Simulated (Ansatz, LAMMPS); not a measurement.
# Elastic response of amorphous 37HfO2-63TiO2 (mol %) (90 atoms)

How stiff is amorphous 37HfO2-63TiO2 (mol %) (90 atoms), and how do its levels respond to strain?

Main program and level: Ansatz 0.2.0; Kohn-Sham DFT, PBEsol, PAW (set soft_2), plane waves.

## Step 1: The starting structure

The cell holds 90 atoms: 11 Hf, 19 Ti and 60 O. Cell: a = 10.556 Å, b = 10.556 Å, c = 10.556 Å, α = 90.0°, β = 90.0°, γ = 90.0°. 90 atoms (11 Zr, 19 Ti, 60 O) placed at random at 4.16 g/cm³, melted at 5000 K for 10 ps at fixed volume with the Morse and Coulomb pair potential with partial charges (Pedone, Malavasi, Menziani, Cormack and Segre, J. Phys. Chem. B 110, 11780 (2006)). Quenched from 5000 K to 300 K at 200 K/ps and fixed volume, held 10 ps at zero pressure, then minimised at fixed cell. Then Zr was replaced by Hf and the cell scaled by 1.008 (the potential has no terms for the new elements, so the cell is a start for a DFT relaxation).

Limits known from the start: The quench rate of 200 K/ps far exceeds what a furnace or splat quench reaches, so expect more defects and frozen-in strain than in a real sample. The network of bonds at the start is that of the classical potential that made the cell, and needn't be the one that DFT or experiment would give. The Brillouin zone is sampled at Γ only. Spin–orbit coupling is left out, which matters for the levels of the heavy elements.

## Step 2: Single point at the start

The forces at the start show how far the geometry lies from a minimum of this functional.

input.yaml

```yaml
crystal:
  lattice:
    - [10.55605, 0.0, 0.0]
    - [0.0, 10.55605, 0.0]
    - [0.0, 0.0, 10.55605]
  atoms:
    - { symbol: Hf, position: [0.84228, 0.28704, 0.45938] }
    - { symbol: Hf, position: [0.09362, 0.2097, 0.65067] }
    - { symbol: Hf, position: [0.23985, 0.33914, 0.15207] }
    - { symbol: Hf, position: [0.86799, 0.94935, 0.60693] }
    - { symbol: Hf, position: [0.97936, 0.11544, 0.15379] }
    - { symbol: Hf, position: [0.91969, 0.4, 0.95366] }
    - { symbol: Hf, position: [0.07503, 0.77602, 0.68858] }
    - { symbol: Hf, position: [0.29655, 0.64065, 0.25031] }
    - { symbol: Hf, position: [0.3275, 0.98557, 0.14796] }
    - { symbol: Hf, position: [0.72589, 0.61856, 0.67518] }
    - { symbol: Hf, position: [0.74521, 0.06937, 0.93487] }
    - { symbol: Ti, position: [0.59422, 0.32017, 0.05727] }
    - { symbol: Ti, position: [0.60045, 0.72486, 0.35652] }
    - { symbol: Ti, position: [0.54368, 0.41332, 0.35242] }
    - { symbol: Ti, position: [0.59017, 0.06266, 0.60657] }
    - { symbol: Ti, position: [0.6995, 0.76223, 0.08545] }
    - { symbol: Ti, position: [0.09251, 0.9965, 0.89498] }
    - { symbol: Ti, position: [0.41325, 0.40086, 0.64748] }
    - { symbol: Ti, position: [0.37552, 0.14977, 0.86964] }
    - { symbol: Ti, position: [0.15084, 0.47578, 0.76659] }
    - { symbol: Ti, position: [0.31537, 0.08738, 0.40913] }
    - { symbol: Ti, position: [0.02315, 0.69123, 0.02117] }
    - { symbol: Ti, position: [0.09351, 0.51056, 0.45124] }
    - { symbol: Ti, position: [0.41198, 0.73644, 0.60827] }
    - { symbol: Ti, position: [0.09281, 0.84527, 0.3519] }
    - { symbol: Ti, position: [0.83224, 0.49922, 0.23708] }
    - { symbol: Ti, position: [0.65958, 0.03589, 0.27479] }
    - { symbol: Ti, position: [0.42475, 0.57357, 0.95227] }
    - { symbol: Ti, position: [0.49418, 0.86647, 0.86852] }
    - { symbol: Ti, position: [0.71199, 0.35145, 0.73544] }
    - { symbol: O, position: [0.31652, 0.52153, 0.09205] }
    - { symbol: O, position: [0.91984, 0.13978, 0.57216] }
    - { symbol: O, position: [0.48408, 0.57807, 0.31597] }
    - { symbol: O, position: [0.45902, 0.07404, 0.49455] }
    - { symbol: O, position: [0.2353, 0.36006, 0.65485] }
    - { symbol: O, position: [0.26893, 0.17361, 0.2607] }
    - { symbol: O, position: [0.78739, 0.26338, 0.86777] }
    - { symbol: O, position: [0.06016, 0.56157, 0.89615] }
    - { symbol: O, position: [0.3862, 0.98934, 0.95687] }
    - { symbol: O, position: [0.49482, 0.04982, 0.22969] }
    - { symbol: O, position: [0.77074, 0.07734, 0.13727] }
    - { symbol: O, position: [0.58297, 0.46617, 0.69474] }
    - { symbol: O, position: [0.01252, 0.85232, 0.50616] }
    - { symbol: O, position: [0.94219, 0.06324, 0.95903] }
    - { symbol: O, position: [0.7173, 0.41592, 0.35118] }
    - { symbol: O, position: [0.46772, 0.78571, 0.45437] }
    - { symbol: O, position: [0.0349, 0.34021, 0.7952] }
    - { symbol: O, position: [0.09535, 0.58303, 0.63366] }
    - { symbol: O, position: [0.7582, 0.37739, 0.09503] }
    - { symbol: O, position: [0.80406, 0.42575, 0.60528] }
    - { symbol: O, position: [0.50763, 0.34048, 0.20345] }
    - { symbol: O, position: [0.55991, 0.74217, 0.71553] }
    - { symbol: O, position: [0.37719, 0.57122, 0.59133] }
    - { symbol: O, position: [0.26594, 0.80814, 0.65491] }
    - { symbol: O, position: [0.49513, 0.99268, 0.7422] }
    - { symbol: O, position: [0.19882, 0.11395, 0.52215] }
    - { symbol: O, position: [0.45956, 0.35511, 0.4828] }
    - { symbol: O, position: [0.66031, 0.85848, 0.24875] }
    - { symbol: O, position: [0.58016, 0.17253, 0.97235] }
    - { symbol: O, position: [0.66921, 0.21709, 0.63323] }
    - { symbol: O, position: [0.94245, 0.53687, 0.10213] }
    - { symbol: O, position: [0.70471, 0.16425, 0.37391] }
    - { symbol: O, position: [0.30806, 0.50293, 0.83356] }
    - { symbol: O, position: [0.0351, 0.35512, 0.51109] }
    - { symbol: O, position: [0.12596, 0.72524, 0.1597] }
    - { symbol: O, position: [0.0572, 0.29351, 0.06898] }
    - { symbol: O, position: [0.38508, 0.79692, 0.17309] }
    - { symbol: O, position: [0.57693, 0.66473, 0.01478] }
    - { symbol: O, position: [0.93844, 0.25081, 0.28936] }
    - { symbol: O, position: [0.6869, 0.66148, 0.48784] }
    - { symbol: O, position: [0.20213, 0.11622, 0.81308] }
    - { symbol: O, position: [0.24153, 0.94032, 0.33069] }
    - { symbol: O, position: [0.86453, 0.76813, 0.03496] }
    - { symbol: O, position: [0.79334, 0.50854, 0.83375] }
    - { symbol: O, position: [0.43758, 0.25446, 0.7499] }
    - { symbol: O, position: [0.21019, 0.45994, 0.31275] }
    - { symbol: O, position: [0.72355, 0.63644, 0.21987] }
    - { symbol: O, position: [0.32627, 0.24177, 0.00631] }
    - { symbol: O, position: [0.94904, 0.53877, 0.35994] }
    - { symbol: O, position: [0.14869, 0.01999, 0.06665] }
    - { symbol: O, position: [0.98756, 0.95389, 0.26944] }
    - { symbol: O, position: [0.64016, 0.89693, 0.96984] }
    - { symbol: O, position: [0.02641, 0.97042, 0.72989] }
    - { symbol: O, position: [0.52867, 0.43306, 0.95408] }
    - { symbol: O, position: [0.74718, 0.0053, 0.75131] }
    - { symbol: O, position: [0.87145, 0.75634, 0.6896] }
    - { symbol: O, position: [0.69651, 0.9538, 0.51085] }
    - { symbol: O, position: [0.17054, 0.68653, 0.39898] }
    - { symbol: O, position: [0.38552, 0.73544, 0.89071] }
    - { symbol: O, position: [0.08753, 0.81347, 0.89609] }
kpoints:
  mp_grid: { grid: [1, 1, 1] }
hamiltonian:
  xc: pbesol
scf:
  occupations: { method: fermi_dirac, width: 0.05 }
output:
  forces: true
```

On the command line:

```bash
> ansatz run input.yaml --threads 4 --pin off --max-ram 8192MiB --backend cpu --events-out ev --progress --plain --runs-dir out
```

Numbers of over 12 decimals in the logs are rounded to 6 here.

The program printed:

```text
Engine: ansatz 0.2.0, x86_64-unknown-linux-gnu
Pseudopotentials: kind: paw
Pseudopotential: Hf, paw, valence charge 26, recommended cutoff 420 eV (normal), Hf.paw.azcp
Pseudopotential: Ti, paw, valence charge 12, recommended cutoff 420 eV (normal), Ti.paw.azcp
Pseudopotential: O, paw, valence charge 6, recommended cutoff 420 eV (normal), O.paw.azcp
[... 3 lines on functional and potentials left out ...]
Crystal: 90 atoms, lattice volume = 1176.263 Å³
Basis set: ecut = 420 eV, 22983 PW (Γ), exchange–correlation on 144×144×144 points (8 copies of the dense FFT grid, shifted against one another)
Bands: 527, of which v1, the nominal top of the filled ones, is band 437 counted from 1 (436 counted from 0)
Symmetry: 1 space group operations
Space group: P1 (ITA 1), of the structure as read, at distance tolerance 1.1e-4 Å
k-points: 1
[... 10 lines on functional and potentials left out ...]
Initial density: superposition of atomic densities (neutral atoms: chi_scale 0, normalization atom), corrected by the library's trained network
Initial wavefunctions: pseudopotential atomic-orbital guess
Functional: x = pbesol(κ = 0.804, μ = 0.123457), c = pbesol(β = 0.046)
SCF iter   1: F=—  HF=-252355.730799 eV  |F-HF|=—  |Δ(HF+E_count)|=         —  Δρ=1.64e-2  dr2=2.84e0  ethr=1.77e-3  ⟨swp⟩=4.0  Hψ=1820  notcnv=0  defer=22
preconditioner: auto → Resta (q_TF=auto, 2.597 Å⁻¹)  ε∞=7.0  [insulator: Δε(μ)=2.219 eV  Ē_g=11.164 eV  σ=0.050 eV  W_gap=1.00  n_scr=364 (ndim 8)  ℏωp=27.3 eV  f_vac=0.112  D(μ)=0.00/eV (n_scr^D=0)  ε∞_Penn≈7.0]
SCF iter   2: F=—  HF=-252355.220089 eV  |F-HF|=—  |Δ(HF+E_count)|=   5.11e-1  Δρ=7.00e-3  dr2=5.85e-1  ethr=3.25e-4  ⟨swp⟩=2.0  Hψ=910  notcnv=0  defer=70
SCF iter   3: F=—  HF=-252355.129052 eV  |F-HF|=—  |Δ(HF+E_count)|=   9.10e-2  Δρ=2.29e-3  dr2=7.07e-2  ethr=6.70e-5  ⟨swp⟩=3.0  Hψ=740  notcnv=0  defer=49
automatic band count: iteration 3 solves 506 bands in place of 527: the levels show a gap, and the empty bands left out lie too high to hold charge; the band table lists the bands solved (type scf.n_extra_bands for more)
SCF iter   4: F=—  HF=-252355.121627 eV  |F-HF|=—  |Δ(HF+E_count)|=   7.42e-3  Δρ=1.04e-3  dr2=1.46e-2  ethr=8.08e-6  ⟨swp⟩=2.0  Hψ=719  notcnv=0  defer=49
SCF iter   5: F=—  HF=-252355.121291 eV  |F-HF|=—  |Δ(HF+E_count)|=   3.36e-4  Δρ=5.48e-4  dr2=4.72e-3  ethr=1.67e-6  ⟨swp⟩=2.0  Hψ=823  notcnv=0  defer=49
SCF iter   6: F=—  HF=-252355.121023 eV  |F-HF|=—  |Δ(HF+E_count)|=   2.69e-4  Δρ=2.00e-4  dr2=6.14e-4  ethr=5.40e-7  ⟨swp⟩=2.0  Hψ=822  notcnv=0  defer=49
SCF iter   7: F=—  HF=-252355.121153 eV  |F-HF|=—  |Δ(HF+E_count)|=   1.31e-4  Δρ=1.17e-4  dr2=1.89e-4  ethr=7.02e-8  ⟨swp⟩=2.0  Hψ=870  notcnv=0  defer=49
SCF iter   8: F=—  HF=-252355.121215 eV  |F-HF|=—  |Δ(HF+E_count)|=   6.14e-5  Δρ=5.33e-5  dr2=3.99e-5  ethr=2.16e-8  ⟨swp⟩=2.0  Hψ=736  notcnv=0  defer=49
SCF iter   9: F=—  HF=-252355.123772 eV  |F-HF|=—  |Δ(HF+E_count)|=   2.56e-3  Δρ=2.48e-5  dr2=8.98e-6  ethr=4.57e-9  ⟨swp⟩=2.0  Hψ=943  notcnv=0  defer=49
SCF iter  10: F=—  HF=-252355.123775 eV  |F-HF|=—  |Δ(HF+E_count)|=   2.32e-6  Δρ=1.19e-5  dr2=2.34e-6  ethr=1.03e-9  ⟨swp⟩=2.0  Hψ=820  notcnv=0  defer=49
SCF iter  11: F=—  HF=-252355.123776 eV  |F-HF|=—  |Δ(HF+E_count)|=   1.17e-6  Δρ=9.99e-6  dr2=1.38e-6  ethr=2.68e-10  ⟨swp⟩=2.0  Hψ=894  notcnv=0  defer=49
SCF iter  12: F=—  HF=-252355.123776 eV  |F-HF|=—  |Δ(HF+E_count)|=   1.01e-7  Δρ=3.31e-6  dr2=1.82e-7  ethr=1.58e-10  ⟨swp⟩=2.0  Hψ=736  notcnv=0  defer=49
SCF iter  13: F=-252355.123776 eV  HF=-252355.123776 eV  |F-HF|=3.84e-8  |Δ(HF+E_count)|=   1.00e-7  Δρ=2.61e-6  dr2=9.24e-8  ethr=1.14e-11  ⟨swp⟩=4.0  Hψ=1536  notcnv=0
SCF 1 converged in 13 iterations: F = -252355.123776 eV  dr2 = 9.24e-8
  greatest PAW one-centre occupation: 0.999 electrons in one spin orbital (limit 2), on the Ti atom at site 19 (counted from 0), in its partial waves of l = 0
SCF converged after 13 iterations
Free energy (F): -252355.123776 eV
Harris-Foulkes:  -252355.123776 eV  (|F-HF|=3.84e-8)
Internal energy: -252355.123776 eV  (E = F + TS)
E sigma→0 (E₀):  -252355.123776 eV
Fermi energy:    9.322047 eV
--- Per-component energies (eV) ---
  E_band       = -6711.522941
  E_kinetic    = 20176.063512
  E_local      = -120102.514298  (includes V_loc(G=0)·N_el)
  E_nonlocal   = -10635.888271
  E_hartree    = 52144.470330
  E_xc         = -9448.904539
  E_vxc        = -10797.837019  (∫ρ·V_xc dr)
  E_paw        = -103379.940371  (= ΣΔE_a)
  E_vpaw       = 10359.561219  (= ΣTr[D̂ρ^β])
  E_aug_tail   = 0.148062  (compensation charges beyond the density's cutoff)
  E_ewald      = -81127.085785
  E_core_change = 18.527584  (= ΣΔE_core)
  E_smearing   = -0.000000  (= −TS)
  E_closure    = -0.000000  (closes the sum)
  Σ components = -252355.123776   (vs F -252355.123776, Δ=0.00e0)
--- Forces (eV/Å), atoms counted from 1 ---
  atom   1  Hf     0.19943083    -1.02874600    -1.01967387
  atom   2  Hf     0.13544565     0.18379921    -0.50772567
  atom   3  Hf    -0.74236001    -1.15432422    -0.73047660
  atom   4  Hf    -2.56249720     1.10514506     0.62644330
  atom   5  Hf    -0.85304456    -0.06659903     1.30255210
  atom   6  Hf    -0.94906594     1.07337085    -0.53282047
  atom   7  Hf     1.18892162    -0.45453503     0.41761786
  atom   8  Hf     0.25140285     1.18758358    -0.62617773
  atom   9  Hf     1.37697083    -1.41261922    -0.36788879
  atom  10  Hf    -0.34304349     0.48560470     0.26874784
  atom  11  Hf    -0.87700076     0.27919678    -0.97563572
  atom  12  Ti     1.31404531     0.59923136    -0.63794456
  atom  13  Ti    -0.39463165    -0.89509116     1.27302630
  atom  14  Ti     0.45909816     1.38641471    -0.80585363
[...]
atom  89  O     -0.17758115     0.28498805    -0.17794561
  atom  90  O      0.18314688     0.08049465    -0.88911009
  max |Σ_I F_I| component: 7.02e-5 eV/Å
```

Wall time 11 s (4 threads of Intel Xeon 6975P-C (Granite Rapids), shared host); peak memory 1.9 GiB.

The r.m.s. force at the start is 0.62 eV/Å.

(Part 1 of 5 ends here.)

[Logs are printed without paths, hosts, clocks, repeated set-up lines and the standing remarks that a program may print on its own settings, such as how far it seeks lower states.]

[Hosts, paths, dates, database ids (printed as entryN), source tags and the programs' standing remarks are cut or masked in the printed files.]
